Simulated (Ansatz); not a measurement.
# Sr on Rh(100): change of the work function

How does one ordered layer of Sr (bridge site) change the work function of Rh(100), and what dipole does each adsorbate carry?

Program: Ansatz 0.2.0. Level of theory: plane-wave DFT, RPBE, Ansatz PAW, in the first sound run; inputs show where later runs differ. Results are calculated unless marked as measured.

## (1) Starting point

The cell holds 4 atoms: 4 Rh. Its edges and angles: a = 2.687 Å, b = 2.687 Å, c = 23.700 Å, α = 90.0°, β = 90.0°, γ = 90.0°. Vacuum lies along c.

## (2) The clean slab

The bare slab comes first, as the zero from which every change is counted. The two lowest layers are held at bulk places and the upper ones relax. The dipole correction removes the false field that a one-sided slab makes across the periodic vacuum, so each face gets a flat vacuum level of its own.

input.yaml reads:

```yaml
crystal:
  lattice:
    - [2.6870057685, 0.0, 0.0]
    - [0.0, 2.6870057685, 0.0]
    - [0.0, 0.0, 23.7]
  atoms:
    - { symbol: Rh, position: [0.5, 0.5, 0.3797468354] }
    - { symbol: Rh, position: [0.0, 0.0, 0.4599156118] }
    - { symbol: Rh, position: [0.5, 0.5, 0.5400843882] }
    - { symbol: Rh, position: [0.0, 0.0, 0.6202531646] }
kpoints:
  mp_grid: { grid: [11, 11, 1] }
hamiltonian:
  xc: rpbe
scf:
  occupations: { method: fermi_dirac, width: 0.1 }
  convergence: { dr2_threshold: 1.0e-08 }
efield:
  axis: 3
  dipole_correction: true
  ramp_position: 0.97
  ramp_width: 0.06
relax:
  f_tol: 0.02
  max_steps: 60
  constraints: [{ sites: [0, 1] }]
output:
  write_potential: true
  write_density: true
  volumetric_format: npy
```

Started as:

```bash
$ ansatz run input.yaml --threads 4 --pin off --max-ram 6144MiB --backend cpu --events-out ev --progress --plain --runs-dir out
```

Numbers of over 12 decimals in the logs are rounded to 6 here.

What it wrote:

```text
Engine: ansatz 0.2.0, aarch64-unknown-linux-gnu
Pseudopotentials: kind: paw
Pseudopotential: Rh, paw, valence charge 17, recommended cutoff 420 eV (normal), Rh.paw.azcp
Functional definition: RPBE
  parameter kappa = 0.804
  parameter beta = 0.066725
  exchange = rpbe_x(kappa = kappa, mu = beta*pi^2/3)
  correlation = pbe_c(beta = beta)
Crystal: 4 atoms, lattice volume = 171.114 Å³
Basis set: ecut = 420 eV, 3379 PW (Γ), exchange–correlation on 36×36×320 points (8 copies of the dense FFT grid, shifted against one another)
Bands: 41, of which v1, the nominal top of the filled ones, is band 34 counted from 1 (33 counted from 0)
Symmetry: 8 space group operations
k-points: 21 of 121
Non-local potential: Rh, projectors of the file, l = 0: 3, l = 1: 2, l = 2: 2, l = 3: 1
PAW form: soft (Blöchl's): semilocal exchange-correlation on the pseudo side does not see the compensation charge
PAW frozen core: Rh, regenerated for the run's functional, and the local potential with it (the file was generated under x = pbe(κ = 0.804, μ = 0.219515), c = pbe(β = 0.066725))
PAW one-centre angular grid: Rh, 590 points (default); XC on 64 Gauss nodes
Initial density: superposition of atomic densities (neutral atoms: chi_scale 0, normalization atom), corrected by the library's trained network
Initial wavefunctions: pseudopotential atomic-orbital guess
Functional: x = rpbe, c = pbe(β = 0.066725)
SCF iter   1: F=—  HF=-25639.612242 eV  |F-HF|=—  |Δ(HF+E_count)|=         —  Δρ=5.94e-3  dr2=1.57e-1  ethr=1.77e-3  p=0.000 e·Å  D=3.74e-14 V/Å  ΔV_dip=-0.00 eV  dr2_dipole=5.08e-7  V_vac-E_F(+/−)=4.70/4.70 eV  ⟨swp⟩=8.1  Hψ=3977  notcnv=0
efield: sawtooth ramp at fractional position 0.9700 (set: `efield.ramp_position`, or a place that a band, a saddle search or an elastic batch's reference lends), width 0.0600; the density the first Hamiltonian is built on has a dipole p = 0.000 e·Å; the dipole correction subtracts the counter field D = 3.74e-14 V/Å, which shifts the + side's vacuum level by -0.00 eV against the − side's; the planar-averaged density in the ramp window peaks in size at 4.1e-6 e/Å³
preconditioner: auto → LDOS  [metal: Δε(μ)=0.007 eV  Ē_g=5.323 eV  σ=0.100 eV  W_gap=0.02  n_scr=20 (ndim 8)  ℏωp=17.0 eV  f_vac=0.612  D(μ)=7.40/eV (n_scr^D=64)  β→1.0]
SCF iter   2: F=—  HF=-25639.613646 eV  |F-HF|=—  |Δ(HF+E_count)|=   1.40e-3  Δρ=4.63e-3  dr2=3.30e-2  ethr=2.31e-4  p=0.000 e·Å  D=6.37e-5 V/Å  ΔV_dip=-0.00 eV  dr2_dipole=4.21e-7  V_vac-E_F(+/−)=4.92/4.92 eV  ⟨swp⟩=2.1  Hψ=1534  notcnv=0  defer=3
SCF iter   3: F=—  HF=-25639.606379 eV  |F-HF|=—  |Δ(HF+E_count)|=   7.27e-3  Δρ=7.88e-4  dr2=5.11e-3  ethr=4.85e-5  p=-0.000 e·Å  D=-3.14e-5 V/Å  ΔV_dip=0.00 eV  dr2_dipole=8.61e-8  V_vac-E_F(+/−)=4.87/4.87 eV  ⟨swp⟩=2.9  Hψ=1970  notcnv=0  defer=3
SCF iter   4: F=—  HF=-25639.606300 eV  |F-HF|=—  |Δ(HF+E_count)|=   7.92e-5  Δρ=3.85e-4  dr2=2.61e-4  ethr=7.51e-6  p=0.000 e·Å  D=2.27e-5 V/Å  ΔV_dip=-0.00 eV  dr2_dipole=3.35e-7  V_vac-E_F(+/−)=4.89/4.89 eV  ⟨swp⟩=1.9  Hψ=978  notcnv=0  defer=3
SCF iter   5: F=—  HF=-25639.606349 eV  |F-HF|=—  |Δ(HF+E_count)|=   4.85e-5  Δρ=9.65e-5  dr2=1.85e-5  ethr=3.84e-7  p=0.000 e·Å  D=1.49e-6 V/Å  ΔV_dip=-0.00 eV  dr2_dipole=5.25e-9  V_vac-E_F(+/−)=4.89/4.89 eV  ⟨swp⟩=2.1  Hψ=1248  notcnv=0  defer=3
SCF iter   6: F=—  HF=-25639.606151 eV  |F-HF|=—  |Δ(HF+E_count)|=   1.98e-4  Δρ=2.42e-5  dr2=1.57e-6  ethr=2.72e-8  p=0.000 e·Å  D=4.98e-6 V/Å  ΔV_dip=-0.00 eV  dr2_dipole=4.25e-8  V_vac-E_F(+/−)=4.89/4.89 eV  ⟨swp⟩=2.4  Hψ=1353  notcnv=0  defer=3
SCF iter   7: F=—  HF=-25639.606159 eV  |F-HF|=—  |Δ(HF+E_count)|=   8.53e-6  Δρ=8.12e-6  dr2=1.43e-7  ethr=2.31e-9  p=-0.000 e·Å  D=-2.31e-6 V/Å  ΔV_dip=0.00 eV  dr2_dipole=9.92e-10  V_vac-E_F(+/−)=4.89/4.89 eV  ⟨swp⟩=2.2  Hψ=1344  notcnv=0  defer=3
SCF iter   8: F=—  HF=-25639.606159 eV  |F-HF|=—  |Δ(HF+E_count)|=   1.22e-7  Δρ=3.02e-6  dr2=1.91e-8  ethr=2.11e-10  p=0.000 e·Å  D=9.47e-7 V/Å  ΔV_dip=-0.00 eV  dr2_dipole=1.36e-9  V_vac-E_F(+/−)=4.89/4.89 eV  ⟨swp⟩=2.6  Hψ=1773  notcnv=0  defer=3
SCF iter   9: F=-25639.606159 eV  HF=-25639.606159 eV  |F-HF|=8.52e-9  |Δ(HF+E_count)|=   2.97e-8  Δρ=1.29e-6  dr2=2.58e-9  ethr=1.47e-11  p=0.000 e·Å  D=1.49e-7 V/Å  ΔV_dip=-0.00 eV  dr2_dipole=1.03e-11  V_vac-E_F(+/−)=4.89/4.89 eV  ⟨swp⟩=10.2  Hψ=6217  notcnv=0
SCF 1 converged in 9 iterations: F = -25639.606159 eV  dr2 = 2.58e-9
  greatest PAW one-centre occupation: 1.000 electrons in one spin orbital (limit 2), on the Rh atom at site 2 (counted from 0), in its partial waves of l = 0
relax step   1: F+E_penalty+E_count = -25639.60615935 eV  Δ(F+E_penalty+E_count) = +0.000e0 eV  max|allowed force component| = 4.257e-1 eV/Å  Δτ_max = 0.0000 Å  (9 SCF iters, accepted)
Initial density: handed on by an earlier stage of this run
Initial wavefunctions: those handed on with the density
iter 1 solved again at ethr=5.70e-4 eV; its pass at ethr=3.10e-3 eV (dr2=3.88e-1 eV) is discarded
SCF iter   1: F=—  HF=-25639.630640 eV  |F-HF|=—  |Δ(HF+E_count)|=         —  Δρ=8.47e-3  dr2=4.22e-1  ethr=5.70e-4  p=0.000 e·Å  D=3.31e-8 V/Å  ΔV_dip=-0.00 eV  dr2_dipole=1.17e-1  V_vac-E_F(+/−)=4.90/4.90 eV  ⟨swp⟩=1.1  Hψ=3075  notcnv=0  defer=3
efield: sawtooth ramp at fractional position 0.9700 (set: `efield.ramp_position`, or a place that a band, a saddle search or an elastic batch's reference lends), width 0.0600; the density the first Hamiltonian is built on has a dipole p = 0.000 e·Å; the dipole correction subtracts the counter field D = 3.31e-8 V/Å, which shifts the + side's vacuum level by -0.00 eV against the − side's; the planar-averaged density in the ramp window peaks in size at 9.2e-7 e/Å³
eigensolver tolerance schedule calibrated: the retry pair's looser diagonalisation under-reported the residual by θ = 0.08 (0.11/decade); ethr = c·dr2/N_el runs at the constant in force after the calibration composes with the one it found (an armed cap, an earlier calibration), c = 8.1e-2
preconditioner: auto → LDOS  [metal: Δε(μ)=0.018 eV  Ē_g=5.276 eV  σ=0.100 eV  W_gap=0.04  n_scr=20 (ndim 8)  ℏωp=17.0 eV  f_vac=0.609  D(μ)=7.50/eV (n_scr^D=64)  β→1.0]
SCF iter   2: F=—  HF=-25639.622250 eV  |F-HF|=—  |Δ(HF+E_count)|=   8.39e-3  Δρ=3.86e-3  dr2=4.27e-2  ethr=5.02e-4  p=0.001 e·Å  D=1.21e-3 V/Å  ΔV_dip=-0.03 eV  dr2_dipole=1.13e-2  V_vac-E_F(+/−)=4.87/4.90 eV  ⟨swp⟩=2.4  Hψ=1284  notcnv=0  defer=3
SCF iter   3: F=—  HF=-25639.619750 eV  |F-HF|=—  |Δ(HF+E_count)|=   2.50e-3  Δρ=2.37e-3  dr2=1.13e-2  ethr=5.07e-5  p=-0.002 e·Å  D=-1.80e-3 V/Å  ΔV_dip=0.04 eV  dr2_dipole=1.18e-3  V_vac-E_F(+/−)=4.94/4.90 eV  ⟨swp⟩=2.7  Hψ=1800  notcnv=0  defer=3
SCF iter   4: F=—  HF=-25639.617543 eV  |F-HF|=—  |Δ(HF+E_count)|=   2.21e-3  Δρ=5.26e-4  dr2=3.50e-4  ethr=1.34e-5  p=-0.000 e·Å  D=-4.10e-4 V/Å  ΔV_dip=0.01 eV  dr2_dipole=2.16e-7  V_vac-E_F(+/−)=4.91/4.90 eV  ⟨swp⟩=2.3  Hψ=1456  notcnv=0  defer=3
SCF iter   5: F=—  HF=-25639.617513 eV  |F-HF|=—  |Δ(HF+E_count)|=   2.96e-5  Δρ=1.61e-4  dr2=7.03e-5  ethr=4.16e-7  p=-0.000 e·Å  D=-1.65e-4 V/Å  ΔV_dip=0.00 eV  dr2_dipole=5.28e-6  V_vac-E_F(+/−)=4.91/4.90 eV  ⟨swp⟩=2.7  Hψ=1786  notcnv=0  defer=3
SCF iter   6: F=—  HF=-25639.617266 eV  |F-HF|=—  |Δ(HF+E_count)|=   2.47e-4  Δρ=6.02e-5  dr2=8.60e-6  ethr=8.36e-8  p=-0.000 e·Å  D=-1.18e-4 V/Å  ΔV_dip=0.00 eV  dr2_dipole=5.81e-9  V_vac-E_F(+/−)=4.91/4.90 eV  ⟨swp⟩=2.0  Hψ=1156  notcnv=0  defer=3
SCF iter   7: F=—  HF=-25639.617263 eV  |F-HF|=—  |Δ(HF+E_count)|=   3.01e-6  Δρ=1.24e-5  dr2=6.43e-7  ethr=1.02e-8  p=-0.000 e·Å  D=-2.71e-5 V/Å  ΔV_dip=0.00 eV  dr2_dipole=2.45e-8  V_vac-E_F(+/−)=4.91/4.90 eV  ⟨swp⟩=2.3  Hψ=1200  notcnv=0  defer=3
SCF iter   8: F=—  HF=-25639.617264 eV  |F-HF|=—  |Δ(HF+E_count)|=   1.08e-6  Δρ=5.42e-6  dr2=7.92e-8  ethr=7.64e-10  p=-0.000 e·Å  D=-1.29e-5 V/Å  ΔV_dip=0.00 eV  dr2_dipole=3.77e-9  V_vac-E_F(+/−)=4.91/4.91 eV  ⟨swp⟩=2.2  Hψ=1260  notcnv=0  defer=3
SCF iter   9: F=-25639.617265 eV  HF=-25639.617265 eV  |F-HF|=6.02e-8  |Δ(HF+E_count)|=   3.94e-7  Δρ=1.64e-6  dr2=9.31e-9  ethr=1.19e-11  p=-0.000 e·Å  D=-4.18e-6 V/Å  ΔV_dip=0.00 eV  dr2_dipole=1.36e-12  V_vac-E_F(+/−)=4.91/4.91 eV  ⟨swp⟩=10.4  Hψ=6530  notcnv=0
SCF 2 converged in 9 iterations: F = -25639.617265 eV  dr2 = 9.31e-9
  greatest PAW one-centre occupation: 1.000 electrons in one spin orbital (limit 2), on the Rh atom at site 1 (counted from 0), in its partial waves of l = 0
relax step   2: F+E_penalty+E_count = -25639.61726472 eV  Δ(F+E_penalty+E_count) = -1.111e-2 eV  max|allowed force component| = 1.016e-1 eV/Å  Δτ_max = 0.0822 Å  (9 SCF iters, accepted)
SCF iter   1: F=—  HF=-25639.621070 eV  |F-HF|=—  |Δ(HF+E_count)|=         —  Δρ=2.93e-3  dr2=7.20e-2  ethr=5.98e-4  p=-0.000 e·Å  D=-4.12e-6 V/Å  ΔV_dip=0.00 eV  dr2_dipole=2.13e-2  V_vac-E_F(+/−)=4.90/4.90 eV  ⟨swp⟩=3.7  Hψ=1760  notcnv=0  defer=3
efield: sawtooth ramp at fractional position 0.9700 (set: `efield.ramp_position`, or a place that a band, a saddle search or an elastic batch's reference lends), width 0.0600; the density the first Hamiltonian is built on has a dipole p = -0.000 e·Å; the dipole correction subtracts the counter field D = -4.12e-6 V/Å, which shifts the + side's vacuum level by +0.00 eV against the − side's; the planar-averaged density in the ramp window peaks in size at 4.2e-6 e/Å³
preconditioner: auto → LDOS  [metal: Δε(μ)=0.032 eV  Ē_g=5.295 eV  σ=0.100 eV  W_gap=0.08  n_scr=20 (ndim 8)  ℏωp=17.0 eV  f_vac=0.611  D(μ)=7.61/eV (n_scr^D=72)  β→1.0]
SCF iter   2: F=—  HF=-25639.619970 eV  |F-HF|=—  |Δ(HF+E_count)|=   1.10e-3  Δρ=1.28e-3  dr2=4.38e-3  ethr=1.06e-4  p=-0.000 e·Å  D=-2.23e-4 V/Å  ΔV_dip=0.01 eV  dr2_dipole=1.13e-3  V_vac-E_F(+/−)=4.91/4.90 eV  ⟨swp⟩=1.4  Hψ=1038  notcnv=0  defer=3
SCF iter   3: F=—  HF=-25639.619569 eV  |F-HF|=—  |Δ(HF+E_count)|=   4.01e-4  Δρ=7.39e-4  dr2=9.15e-4  ethr=6.45e-6  p=0.001 e·Å  D=6.23e-4 V/Å  ΔV_dip=-0.01 eV  dr2_dipole=6.89e-5  V_vac-E_F(+/−)=4.89/4.90 eV  ⟨swp⟩=2.6  Hψ=1738  notcnv=0  defer=3
SCF iter   4: F=—  HF=-25639.619407 eV  |F-HF|=—  |Δ(HF+E_count)|=   1.62e-4  Δρ=1.10e-4  dr2=4.88e-5  ethr=1.35e-6  p=0.000 e·Å  D=8.43e-5 V/Å  ΔV_dip=-0.00 eV  dr2_dipole=3.49e-6  V_vac-E_F(+/−)=4.90/4.90 eV  ⟨swp⟩=2.0  Hψ=1274  notcnv=0  defer=3
SCF iter   5: F=—  HF=-25639.619170 eV  |F-HF|=—  |Δ(HF+E_count)|=   2.37e-4  Δρ=5.19e-5  dr2=7.49e-6  ethr=7.17e-8  p=0.000 e·Å  D=7.06e-5 V/Å  ΔV_dip=-0.00 eV  dr2_dipole=3.11e-7  V_vac-E_F(+/−)=4.90/4.90 eV  ⟨swp⟩=2.0  Hψ=1280  notcnv=0  defer=3
SCF iter   6: F=—  HF=-25639.619178 eV  |F-HF|=—  |Δ(HF+E_count)|=   8.29e-6  Δρ=2.13e-5  dr2=1.53e-6  ethr=1.10e-8  p=0.000 e·Å  D=4.34e-5 V/Å  ΔV_dip=-0.00 eV  dr2_dipole=5.69e-8  V_vac-E_F(+/−)=4.90/4.90 eV  ⟨swp⟩=1.6  Hψ=984  notcnv=0  defer=3
SCF iter   7: F=—  HF=-25639.619179 eV  |F-HF|=—  |Δ(HF+E_count)|=   2.83e-7  Δρ=5.62e-6  dr2=6.89e-8  ethr=2.26e-9  p=0.000 e·Å  D=8.67e-6 V/Å  ΔV_dip=-0.00 eV  dr2_dipole=2.53e-9  V_vac-E_F(+/−)=4.90/4.90 eV  ⟨swp⟩=1.5  Hψ=926  notcnv=0  defer=3
SCF iter   8: F=-25639.619179 eV  HF=-25639.619179 eV  |F-HF|=6.85e-8  |Δ(HF+E_count)|=   3.63e-7  Δρ=1.74e-6  dr2=8.62e-9  ethr=1.47e-11  p=-0.000 e·Å  D=-1.58e-6 V/Å  ΔV_dip=0.00 eV  dr2_dipole=1.04e-9  V_vac-E_F(+/−)=4.90/4.90 eV  ⟨swp⟩=10.9  Hψ=6681  notcnv=0
SCF 3 converged in 8 iterations: F = -25639.619179 eV  dr2 = 8.62e-9
relax step   3: F+E_penalty+E_count = -25639.61917915 eV  Δ(F+E_penalty+E_count) = -1.914e-3 eV  max|allowed force component| = 1.881e-2 eV/Å  Δτ_max = 0.0295 Å  (8 SCF iters, accepted)
NSCF: frozen V_eff on 21 k-points
the band table was solved once a step of the walk had ended and its energy, with any forces and stress, was formed, with the checks that follow a solve (4656 applications of the Hamiltonian). They found nothing against the state; the energy, forces and stress were not computed again (output.eigenvalues in the input reference)
WARN: The input density's exchange-correlation potential varies sharply where the density is thin. Do not read a vacuum level from v_tot or v_xc, or from such a field of the output density. On a cell that repeats whose density bears no net charge and no dipole along the vacuum's axis use v_es (v_loc + v_h of the components); under efield.dipole_correction with no amplitude use v_es + v_field, which holds any external [...]
SCF converged after 8 iterations
Free energy (F): -25639.619179 eV
Harris-Foulkes:  -25639.619179 eV  (|F-HF|=6.85e-8)
Internal energy: -25639.372721 eV  (E = F + TS)
E sigma→0 (E₀):  -25639.495950 eV
Entropy (-TS):   -0.246458 eV (-61.615 meV/atom)
Fermi energy:    3.898568 eV
Dipole field:    D = 0.000045 V/Å  (p = 0.000043 e·Å, saw-weighted, corrected)
Work function:   Φ+ = 4.9021 eV   Φ− = 4.9032 eV
Levels:          The Fermi level and band energies are counted from a zero that moves with the ramp; work functions are not
--- Per-component energies (eV) ---
  E_band       = -1571.139120
  E_kinetic    = 2289.067514
  E_local      = -112802.001179  (includes V_loc(G=0)·N_el)
  E_nonlocal   = 1419.586771
  E_hartree    = 54857.617019
  E_xc         = -884.638384
  E_vxc        = -1108.474695  (∫ρ·V_xc dr)
  E_paw        = -14378.711487  (= ΣΔE_a)
  E_vpaw       = -1084.562658  (= ΣTr[D̂ρ^β])
  E_aug_tail   = 0.003555  (compensation charges beyond the density's cutoff)
  E_efield     = 0.000000  (sawtooth field / dipole correction)
  E_vefield    = -0.000088  (∫n·V_field dr)
  E_ewald      = 43860.119913
  E_core_change = -0.416443  (= ΣΔE_core)
  E_smearing   = -0.246458  (= −TS)
  E_closure    = 0.000000  (closes the sum)
  Σ components = -25639.619179   (vs F -25639.619179, Δ=0.00e0)
--- Forces (eV/Å), atoms counted from 1 ---
  atom   1  Rh     0.00000000     0.00000000     0.07092755
  atom   2  Rh     0.00000000     0.00000000    -0.07489217
  atom   3  Rh     0.00000000     0.00000000     0.01881321
  atom   4  Rh    -0.00000000     0.00000000    -0.01485771
  max |Σ_I F_I| component: 9.11e-6 eV/Å
--- Band table (eV; the first three rows and the last of 21) ---
  k-point 0: bands = [... 30 lower, 2.8164, 3.2377, 3.7130, 3.7866, 3.7866, 4.3647, 4.5321, 4.6403, ... 3 higher]
  k-point 1: bands = [... 30 lower, 3.1962, 3.2040, 3.2978, 3.3081, 4.0442, 4.0486, 4.1732, 4.4127, ... 3 higher]
  k-point 2: bands = [... 30 lower, 2.8259, 2.9324, 3.0575, 3.0579, 3.9060, 3.9376, 4.2454, 4.3928, ... 3 higher]
  k-point 20: bands = [... 30 lower, 4.1131, 4.1562, 4.6740, 4.7887, 5.1941, 5.2675, 8.0753, 9.0118, ... 3 higher]
--- Relaxed structure (3 steps of the walk, 3 accepted, 0 SCFs on fresh bases) ---
  F+E_penalty+E_count = -25639.61917915 eV   max|allowed force component| = 1.881e-2 eV/Å
  atoms:
    - { symbol: Rh, position: [0.500000, 0.500000, 0.3797468354] }
    - { symbol: Rh, position: [0.0, 0.0, 0.4599156118] }
    - { symbol: Rh, position: [0.500000, 0.500000, 0.542659] }
    - { symbol: Rh, position: [0, 0.0, 0.622481] }
```

Elapsed: 9.9 s, on 4 threads of Arm Neoverse V2, shared host; peak memory 0.48 GiB; 38 s of CPU time.

Relaxation path:

```csv
step,energy less that of the first step (eV),largest force component (eV/Å)
1,0.0000,0.4257
2,-0.0111,0.1016
3,-0.0130,0.0188
```

Forces are held to the 8 operations that the run works with; a distortion that breaks them can't arise in this run.

The atoms that moved most (Å):

```csv
atom,dx,dy,dz,length
Rh3,0.000,0.000,0.061,0.061
Rh4,0.000,0.000,0.053,0.053
```

Final coordinates:

```xyz
4
Lattice="2.6870 0.0000 0.0000 0.0000 2.6870 0.0000 0.0000 0.0000 23.7000" Properties=species:S:1:pos:R:3
Rh    1.3435    1.3435    9.0000
Rh    0.0000    0.0000   10.9000
Rh    1.3435    1.3435   12.8610
Rh    0.0000    0.0000   14.7528
```

Numbers from this step:

```
energy at zero smearing   : -25639.4959 eV
work function, upper face : 4.902 eV
dipole along the normal   : 4.28e-5 e·Å
```

Running mean over 1.9 Å of the planar mean; the ramp of the sawtooth is left out. Electron's electrostatic potential energy less the Fermi level against z:

```csv
z (Å),electron's electrostatic potential energy less the Fermi level (eV)
3,4.90
4,4.90
5,4.90
6,4.85
7,4.21
8,-3.71
9,-12.5
10,-13.0
11,-13.1
12,-12.4
13,-13.2
14,-13.1
15,-11.7
16,-0.457
17,4.54
18,4.87
19,4.90
20,4.90
```

The relaxation took 3 steps and lowered the energy by 0.013 eV; the largest force on the free atoms ends at 0.019 eV/Å.

The work function of the upper face is 4.90 eV.

(Continued in part 2 of 3.)

[Logs are printed without paths, hosts, clocks, repeated set-up lines and the standing remarks that a program may print on its own settings, such as how far it seeks lower states.]

[Hosts, paths, dates, database ids (printed as entryN), source tags and the programs' standing remarks are cut or masked in the printed files.]

[Maps of the electrostatic potential energy from Ansatz leave out the sawtooth potential of an applied field or a dipole correction, so their vacuum need not be flat; planar profiles and work functions include it.]
